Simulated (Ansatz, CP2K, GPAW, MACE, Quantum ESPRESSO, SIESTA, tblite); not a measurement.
# Generalised stacking fault on (110) of a LiCl-LiBr solid solution (56 atoms) in CP2K, part 3 of 4

Wanted: CP2K inputs and outputs for generalised stacking fault on (110) of a LiCl-LiBr solid solution (56 atoms), checked against a plane-wave reference.

Program: CP2K 2026.2; the method stands at each step. Banners, paths, timers and routine set-up lines are dropped from the logs unmarked, and long logs keep their key lines alone; longer cuts are marked.

So far. Step 6 (PBE, SZV-MOLOPT-SR, 800/50 Ry, diagonalisation): Against the first run (15 %), the force difference from the reference is 41 %, at 0.56 times the CPU time (on 1 against 2 cores), with 168 basis functions against 532: the smaller basis costs accuracy.

### Step 8. PBE+D3, DZVP-MOLOPT-SR, 800/50 Ry, diagonalisation

Method: Kohn-Sham DFT, PBE+D3, GTH-PBE pseudopotentials, Gaussian and plane waves, DZVP-MOLOPT-SR-GTH, diagonalisation.

File input.inp:

```
&GLOBAL
  PROJECT cell
  RUN_TYPE ENERGY_FORCE
  PRINT_LEVEL LOW
&END GLOBAL
&FORCE_EVAL
  METHOD QS
  STRESS_TENSOR ANALYTICAL
  &DFT
    BASIS_SET_FILE_NAME BASIS_MOLOPT
    POTENTIAL_FILE_NAME GTH_POTENTIALS
    &MGRID
      CUTOFF 800
      REL_CUTOFF 50
      NGRIDS 5
    &END MGRID
    &QS
      EPS_DEFAULT 1.0E-12
    &END QS
    &SCF
      SCF_GUESS ATOMIC
      EPS_SCF 1.0E-06
      MAX_SCF 200
      ADDED_MOS 28
      &DIAGONALIZATION
        ALGORITHM STANDARD
      &END DIAGONALIZATION
      &SMEAR ON
        METHOD FERMI_DIRAC
        ELECTRONIC_TEMPERATURE [K] 580
      &END SMEAR
      &MIXING
        METHOD BROYDEN_MIXING
        ALPHA 0.15
        NBROYDEN 8
      &END MIXING
      &PRINT
        &RESTART OFF
        &END RESTART
      &END PRINT
    &END SCF
    &XC
      &XC_FUNCTIONAL PBE
      &END XC_FUNCTIONAL
      &VDW_POTENTIAL
        POTENTIAL_TYPE PAIR_POTENTIAL
        &PAIR_POTENTIAL
          TYPE DFTD3
          PARAMETER_FILE_NAME dftd3.dat
          REFERENCE_FUNCTIONAL PBE
        &END PAIR_POTENTIAL
      &END VDW_POTENTIAL
    &END XC
    &PRINT
      &MULLIKEN ON
      &END MULLIKEN
      &HIRSHFELD ON
        SHAPE_FUNCTION DENSITY
      &END HIRSHFELD
      &MO ON
        EIGENVALUES T
        OCCUPATION_NUMBERS T
        MO_INDEX_RANGE 129 152
        &EACH
          QS_SCF 0
        &END EACH
        ADD_LAST NUMERIC
      &END MO
    &END PRINT
  &END DFT
  &SUBSYS
    &CELL
      A 7.44767 0.00000 0.00000
      B 0.00000 5.26630 0.00000
      C 3.41349 0.00000 26.26686
    &END CELL
    &TOPOLOGY
      COORD_FILE_NAME structure.xyz
      COORD_FILE_FORMAT XYZ
    &END TOPOLOGY
    &KIND Li
      BASIS_SET DZVP-MOLOPT-SR-GTH-q3
      POTENTIAL GTH-PBE-q3
    &END KIND
    &KIND Br
      BASIS_SET DZVP-MOLOPT-SR-GTH-q7
      POTENTIAL GTH-PBE-q7
    &END KIND
    &KIND Cl
      BASIS_SET DZVP-MOLOPT-SR-GTH-q7
      POTENTIAL GTH-PBE-q7
    &END KIND
  &END SUBSYS
  &PRINT
    &FORCES ON
    &END FORCES
    &STRESS_TENSOR ON
    &END STRESS_TENSOR
  &END PRINT
&END FORCE_EVAL
```

File structure.xyz:

```xyz
56

Li 7.48600 5.24223 26.04202
Br 5.57132 0.01943 1.82949
Li 7.48243 0.00469 3.73357
Cl 5.56639 5.25582 5.61979
Li 7.47101 5.25919 7.42590
Cl 5.60328 5.25487 9.30792
Li 7.44874 0.03239 11.16473
Cl 5.57336 0.05387 13.05043
Li 7.50168 5.23160 14.89436
Cl 5.59531 5.26198 16.77822
Li 7.46094 5.24539 18.60403
Cl 5.59390 0.01401 20.49367
Li 7.39760 0.04518 22.33524
Cl 5.64956 0.00137 24.19493
Li 3.73712 0.03723 26.11005
Br 1.89282 0.02659 1.87572
Li 3.71302 0.00506 3.72385
Cl 1.87798 0.01238 5.58407
Li 3.72417 5.25334 7.46951
Br 1.85521 5.22828 9.27562
[... 32 atom lines left out ...]
Li 5.59889 2.60139 20.45532
Br 3.70610 2.65664 22.31238
Li 5.59074 2.58970 24.20255
Br 3.73879 2.62736 26.04779
```

Started as:

```console
$ OMP_NUM_THREADS=2 cp2k.psmp -i input.inp > output.txt
```

Numbers of over 12 decimals in the logs are rounded to 6 here.

Log:

```text
CP2K| version string:                                       CP2K version 2026.2
 CP2K| Input file name                                                 input.inp
 GLOBAL| Basis set file name                                        BASIS_MOLOPT
 GLOBAL| Potential file name                                      GTH_POTENTIALS
 GLOBAL| Run type                                                   ENERGY_FORCE
 GLOBAL| Total number of message passing processes                             1
 GLOBAL| Number of threads for this process                                    2
[... lines left out ...]
                        Smear method:                                FERMI_DIRAC
[... lines left out ...]
 Number of electrons:                                                        280
[... lines left out ...]
  Step     Update method      Time    Convergence         Total energy    Change
[... lines left out ...]
  *** SCF run converged in    24 steps ***
[... lines left out ...]
  Fermi energy:                                                 0.168996
  Total energy:                                              -616.709525
  Total energy (extrapolated to T->0):                       -616.709525
[... lines left out ...]
 MO| E(Fermi):            0.168996 a.u.          4.598617 eV
[... lines left out ...]
     56       Br     2       7.000          7.081                        -0.081
  Total Charge                                                           -0.000
 !-----------------------------------------------------------------------------!
 ENERGY| Total FORCE_EVAL ( QS ) energy [hartree]           -616.709523
 FORCES| Atomic forces [hartree/bohr]
 FORCES|   Atom     x               y               z               |f|
 FORCES|      1 -3.89507276E-03  7.99508737E-05 -6.34944442E-03   7.44939114E-03
 FORCES|      2  5.98945437E-03 -2.77903305E-03 -5.76551469E-04   6.62789559E-03
 FORCES|      3 -9.85975968E-04 -8.78109995E-05  3.50661279E-03   3.64365101E-03
[...]
FORCES|     55  6.45243964E-03  8.89969727E-04 -6.11104412E-04   6.54213054E-03
 FORCES|     56 -4.90810559E-03  1.41058776E-03  4.20243545E-03   6.61360129E-03
 FORCES| Sum    -1.70038868E-06  1.81456533E-07 -5.04852404E-06
 FORCES| Total atomic force                                       5.33027609E-06
 STRESS| Analytical stress tensor [bar]
 STRESS|                        x                   y                   z
 STRESS|      x        2.13227437552E+04  -2.27623063501E+02   1.32193874182E+03
 STRESS|      y       -2.27623063501E+02  -4.12151373065E+04   5.03334210492E+01
 STRESS|      z        1.32193874182E+03   5.03334210492E+01  -1.78416498807E+04
 STRESS| 1/3 Trace                                            -1.25780144773E+04
```

Run time: 4.5 min. Hardware: 2 threads of Arm Neoverse V1, shared host; peak memory 3.8 GiB; 8.2 min of CPU time.

Numbers from this run, and their distance from the reference:

```
r.m.s. force component                           : 0.1238 eV/Å
r.m.s. difference of force components            : 15.39 meV/Å
longest difference of force vectors              : 52.79 meV/Å
force difference over r.m.s. force               : 13.99 %
slope of forces against the reference's          : 1.123
correlation of force components                  : 0.9983
gap (highest filled to lowest empty level) : 5.434 eV
gap difference                                   : -0.0232 eV
pressure                                         : -1.258 GPa
pressure difference                              : -0.9658 GPa
```

Against the first run (15 %), the force difference from the reference is 14 %, at 1.0 times the CPU time; the model has changed, so this is no error of the program alone.

### Step 9. PBE, DZVP-MOLOPT-SR, 800/20 Ry, diagonalisation

Method: Kohn-Sham DFT, PBE, GTH-PBE pseudopotentials, Gaussian and plane waves, DZVP-MOLOPT-SR-GTH, diagonalisation.

Changes to input.inp since step 8:

```diff
@@ -13,3 +13,3 @@
       CUTOFF 800
-      REL_CUTOFF 50
+      REL_CUTOFF 20
       NGRIDS 5
@@ -44,10 +44,2 @@
       &END XC_FUNCTIONAL
-      &VDW_POTENTIAL
-        POTENTIAL_TYPE PAIR_POTENTIAL
-        &PAIR_POTENTIAL
-          TYPE DFTD3
-          PARAMETER_FILE_NAME dftd3.dat
-          REFERENCE_FUNCTIONAL PBE
-        &END PAIR_POTENTIAL
-      &END VDW_POTENTIAL
     &END XC
@@ -76,6 +68,5 @@
     &END CELL
-    &TOPOLOGY
-      COORD_FILE_NAME structure.xyz
-      COORD_FILE_FORMAT XYZ
-    &END TOPOLOGY
+    &COORD
+[... 56 atom lines left out: the same atoms as in the first run ...]
+    &END COORD
     &KIND Li
```

Log:

```text
CP2K| version string:                                       CP2K version 2026.2
 CP2K| Input file name                                                 input.inp
 GLOBAL| Basis set file name                                        BASIS_MOLOPT
 GLOBAL| Potential file name                                      GTH_POTENTIALS
[... lines left out ...]
 Number of electrons:                                                        280
[... lines left out ...]
  Step     Update method      Time    Convergence         Total energy    Change
[... lines left out ...]
  *** SCF run converged in    24 steps ***
[... lines left out ...]
  Fermi energy:                                                 0.169017
  Total energy:                                              -616.386260
  Total energy (extrapolated to T->0):                       -616.386260
[... lines left out ...]
 MO| E(Fermi):            0.169017 a.u.          4.599196 eV
[... lines left out ...]
 ENERGY| Total FORCE_EVAL ( QS ) energy [hartree]           -616.386259
[... lines left out ...]
 FORCES|      1 -4.07473007E-03 -2.18236529E-05 -6.40151574E-03   7.58836644E-03
 FORCES|      2  3.09249592E-03  2.05935708E-03 -1.51626981E-03   4.01292371E-03
 FORCES|      3 -1.09963424E-03 -7.68360859E-05  3.65189554E-03   3.81463501E-03
[...]
FORCES|     55  6.53086828E-03  7.97641676E-04 -8.01916033E-04   6.62808736E-03
 FORCES|     56 -5.76226543E-03  2.06329949E-03  4.56822792E-03   7.63738267E-03
 FORCES| Sum     1.50520271E-04 -1.36707328E-02 -4.62248264E-03
 FORCES| Total atomic force                                       1.44318723E-02
 STRESS| Analytical stress tensor [bar]
 STRESS|                        x                   y                   z
 STRESS|      x        3.49024751412E+04  -2.23874043737E+02   1.54343375101E+03
 STRESS|      y       -2.23874043737E+02  -1.52868946293E+04   4.84847898300E+01
 STRESS|      z        1.54343375101E+03   4.84847898300E+01  -4.57183158189E+03
 STRESS| 1/3 Trace                                             5.01458297667E+03
```

Wall time 3.3 min (2 threads); peak memory 3.8 GiB.

Numbers from this run, and their distance from the reference:

```
r.m.s. force component                           : 0.1457 eV/Å
r.m.s. difference of force components            : 78.81 meV/Å
longest difference of force vectors              : 507.1 meV/Å
force difference over r.m.s. force               : 71.63 %
slope of forces against the reference's          : 1.12
correlation of force components                  : 0.8466
gap (highest filled to lowest empty level) : 5.437 eV
gap difference                                   : -0.0201 eV
pressure                                         : 0.5015 GPa
pressure difference                              : 0.7935 GPa
energy less the same-level run's                 : -15.56 meV/atom
r.m.s. force difference from the same-level run  : 77.03 meV/Å
```

This is a coarse setting, run to see what it loses.

Against the first run (15 %), the force difference from the reference is 72 %, at 0.73 times the CPU time: the grid matters here.

The difference per atom is largest on Br (0.27 eV/Å on average, against 0.051 on Cl). The forces add up to 0.74 eV/Å instead of zero, usually a sign of too coarse a grid.

### Step 10. RPBE, PBE potentials, DZVP-MOLOPT-SR, 800/50 Ry, diagonalisation

Method: Kohn-Sham DFT, RPBE, GTH-PBE pseudopotentials, Gaussian and plane waves, DZVP-MOLOPT-SR-GTH, diagonalisation.

Changes to input.inp since step 9:

```diff
@@ -13,3 +13,3 @@
       CUTOFF 800
-      REL_CUTOFF 20
+      REL_CUTOFF 50
       NGRIDS 5
@@ -42,3 +42,7 @@
     &XC
-      &XC_FUNCTIONAL PBE
+      &XC_FUNCTIONAL
+        &GGA_X_RPBE
+        &END GGA_X_RPBE
+        &GGA_C_PBE
+        &END GGA_C_PBE
       &END XC_FUNCTIONAL
@@ -69,2 +73,3 @@
     &COORD
+      SCALED
 [... 56 atom lines left out: the same atoms as in the first run ...]
```

Log:

```text
CP2K| version string:                                       CP2K version 2026.2
 CP2K| Input file name                                                 input.inp
 GLOBAL| Basis set file name                                        BASIS_MOLOPT
 GLOBAL| Potential file name                                      GTH_POTENTIALS
[... lines left out ...]
 Number of electrons:                                                        280
[... lines left out ...]
  Step     Update method      Time    Convergence         Total energy    Change
[... lines left out ...]
  *** SCF run converged in    24 steps ***
[... lines left out ...]
  Fermi energy:                                                 0.179868
  Total energy:                                              -617.547382
  Total energy (extrapolated to T->0):                       -617.547382
[... lines left out ...]
 MO| E(Fermi):            0.179868 a.u.          4.894462 eV
[... lines left out ...]
 ENERGY| Total FORCE_EVAL ( QS ) energy [hartree]           -617.547384
[... lines left out ...]
 FORCES|      1 -4.21777566E-03  1.46705124E-04 -6.35808546E-03   7.63127804E-03
 FORCES|      2  6.25469000E-03 -2.92383611E-03 -6.34930276E-04   6.93347684E-03
 FORCES|      3 -1.10280396E-03 -9.25638951E-05  3.64488073E-03   3.80918629E-03
[...]
FORCES|     55  6.42464682E-03  9.63353654E-04 -8.48016995E-04   6.55158530E-03
 FORCES|     56 -5.19842867E-03  1.50017759E-03  4.47511110E-03   7.02145375E-03
 FORCES| Sum     3.58002834E-06 -1.16999675E-05  1.16688627E-05
 FORCES| Total atomic force                                       1.69076373E-05
 STRESS| Analytical stress tensor [bar]
 STRESS|                        x                   y                   z
 STRESS|      x        4.86094915974E+04  -2.06004996220E+02   1.52133648718E+03
 STRESS|      y       -2.06004996220E+02  -1.12347981249E+04   4.78582215842E+01
 STRESS|      z        1.52133648718E+03   4.78582215842E+01   1.09157572945E+04
 STRESS| 1/3 Trace                                             1.60968169223E+04
```

Wall time 4.5 min (2 threads); peak memory 3.9 GiB; 8.3 min of CPU time.

Numbers from this run, and their distance from the reference:

- r.m.s. force component: 0.1277 eV/Å
- r.m.s. difference of force components: 19.45 meV/Å
- longest difference of force vectors: 68.33 meV/Å
- force difference over r.m.s. force: 17.68 %
- slope of forces against the reference's: 1.158
- correlation of force components: 0.9976
- gap (highest filled to lowest empty level): 5.667 eV
- gap difference: 0.2095 eV
- pressure: 1.61 GPa
- pressure difference: 1.902 GPa

Against the first run (15 %), the force difference from the reference is 18 %, at 1.0 times the CPU time; the model has changed, so this is no error of the program alone.

### Step 11. PBE, DZVP-MOLOPT-SR, 560/50 Ry, diagonalisation

Method: Kohn-Sham DFT, PBE, GTH-PBE pseudopotentials, Gaussian and plane waves, DZVP-MOLOPT-SR-GTH, diagonalisation.

Changes to input.inp since step 10:

```diff
@@ -12,5 +12,4 @@
     &MGRID
-      CUTOFF 800
+      CUTOFF 560
       REL_CUTOFF 50
-      NGRIDS 5
     &END MGRID
@@ -42,7 +41,3 @@
     &XC
-      &XC_FUNCTIONAL
-        &GGA_X_RPBE
-        &END GGA_X_RPBE
-        &GGA_C_PBE
-        &END GGA_C_PBE
+      &XC_FUNCTIONAL PBE
       &END XC_FUNCTIONAL
@@ -72,6 +67,6 @@
     &END CELL
-    &COORD
-      SCALED
-[... 56 atom lines left out: the same atoms as in the first run ...]
-    &END COORD
+    &TOPOLOGY
+      COORD_FILE_NAME structure.xyz
+      COORD_FILE_FORMAT XYZ
+    &END TOPOLOGY
     &KIND Li
```

structure.xyz is that of step 8.

Log:

```text
CP2K| version string:                                       CP2K version 2026.2
 CP2K| Input file name                                                 input.inp
 GLOBAL| Basis set file name                                        BASIS_MOLOPT
 GLOBAL| Potential file name                                      GTH_POTENTIALS
 GLOBAL| Run type                                                   ENERGY_FORCE
 GLOBAL| Total number of message passing processes                             1
 GLOBAL| Number of threads for this process                                    2
 TOTAL NUMBERS AND MAXIMUM NUMBERS
  Total number of            - Atomic kinds:                                   3
                             - Atoms:                                         56
[... lines left out ...]
                        Smear method:                                FERMI_DIRAC
[... lines left out ...]
 Number of electrons:                                                        280
[... lines left out ...]
  Step     Update method      Time    Convergence         Total energy    Change
[... lines left out ...]
  *** SCF run converged in    24 steps ***
[... lines left out ...]
  Fermi energy:                                                 0.168996
  Total energy:                                              -616.354236
  Total energy (extrapolated to T->0):                       -616.354236
[... lines left out ...]
 MO| E(Fermi):            0.168996 a.u.          4.598615 eV
[... lines left out ...]
 !-----------------------------------------------------------------------------!
 !-----------------------------------------------------------------------------!
                           Hirshfeld Charges
  #Atom  Element  Kind  Ref Charge     Population                    Net charge
      1       Li     1       3.000          2.879                         0.121
      2       Br     2       7.000          7.087                        -0.087
      3       Li     1       3.000          2.881                         0.119
[...]
55       Li     1       3.000          2.887                         0.113
     56       Br     2       7.000          7.081                        -0.081
  Total Charge                                                           -0.000
 !-----------------------------------------------------------------------------!
 ENERGY| Total FORCE_EVAL ( QS ) energy [hartree]           -616.354235
 FORCES| Atomic forces [hartree/bohr]
 FORCES|   Atom     x               y               z               |f|
 FORCES|      1 -4.10246506E-03  1.33146233E-04 -6.42434775E-03   7.62365998E-03
 FORCES|      2  5.90434726E-03 -2.76473007E-03 -3.94038048E-04   6.53148642E-03
 FORCES|      3 -1.03064401E-03 -8.61396365E-05  3.62080890E-03   3.76562135E-03
[...]
FORCES|     55  6.47475784E-03  9.02270932E-04 -7.64189583E-04   6.58183619E-03
 FORCES|     56 -4.85029651E-03  1.44093689E-03  4.29084309E-03   6.63423015E-03
 FORCES| Sum    -1.44396299E-05  3.28589820E-05  3.22980064E-05
 FORCES| Total atomic force                                       4.82843331E-05
 STRESS| Analytical stress tensor [bar]
 STRESS|                        x                   y                   z
 STRESS|      x        3.26068772304E+04  -2.07987508146E+02   1.42394024828E+03
 STRESS|      y       -2.07987508146E+02  -2.97460911347E+04   4.82207099944E+01
 STRESS|      z        1.42394024828E+03   4.82207099944E+01  -6.44095343090E+03
 STRESS| 1/3 Trace                                            -1.19338911174E+03
```

The job ended after 5 min (2 threads; peak memory 2.2 GiB).

Compared with the plane-wave run:

```yaml
r_m_s_force_component: 0.1247 eV/Å
r_m_s_difference_of_force_components: 16.4 meV/Å
longest_difference_of_force_vectors: 52.63 meV/Å
force_difference_over_r_m_s_force: 14.91 %
slope_of_forces_against_the_reference_s: 1.131
correlation_of_force_components: 0.998
spacing_of_highest_filled_and_lowest_empty_level: 5.434 eV
gap_difference: -0.0232 eV
pressure: -0.1193 GPa
pressure_difference: 0.1727 GPa
energy_less_the_same_level_run_s: -0.0005 meV/atom
r_m_s_force_difference_from_the_same_level_run: 0.257 meV/Å
```

Against the first run (15 %), the force difference from the reference is 15 %, at 1.2 times the CPU time: the change moves forces by 0.26 meV/Å r.m.s., so most of the difference comes from elsewhere.

[end of part 3 of 4]

[Also dropped from logs without a mark: logging warnings of Python, and SIESTA's first energy breakdown and zero terms.]

[Logs are printed without paths, hosts, clocks, repeated set-up lines and the standing remarks that a program may print on its own settings, such as how far it seeks lower states.]

[Hosts, paths, dates, database ids (printed as entryN), source tags and the programs' standing remarks are cut or masked in the printed files.]
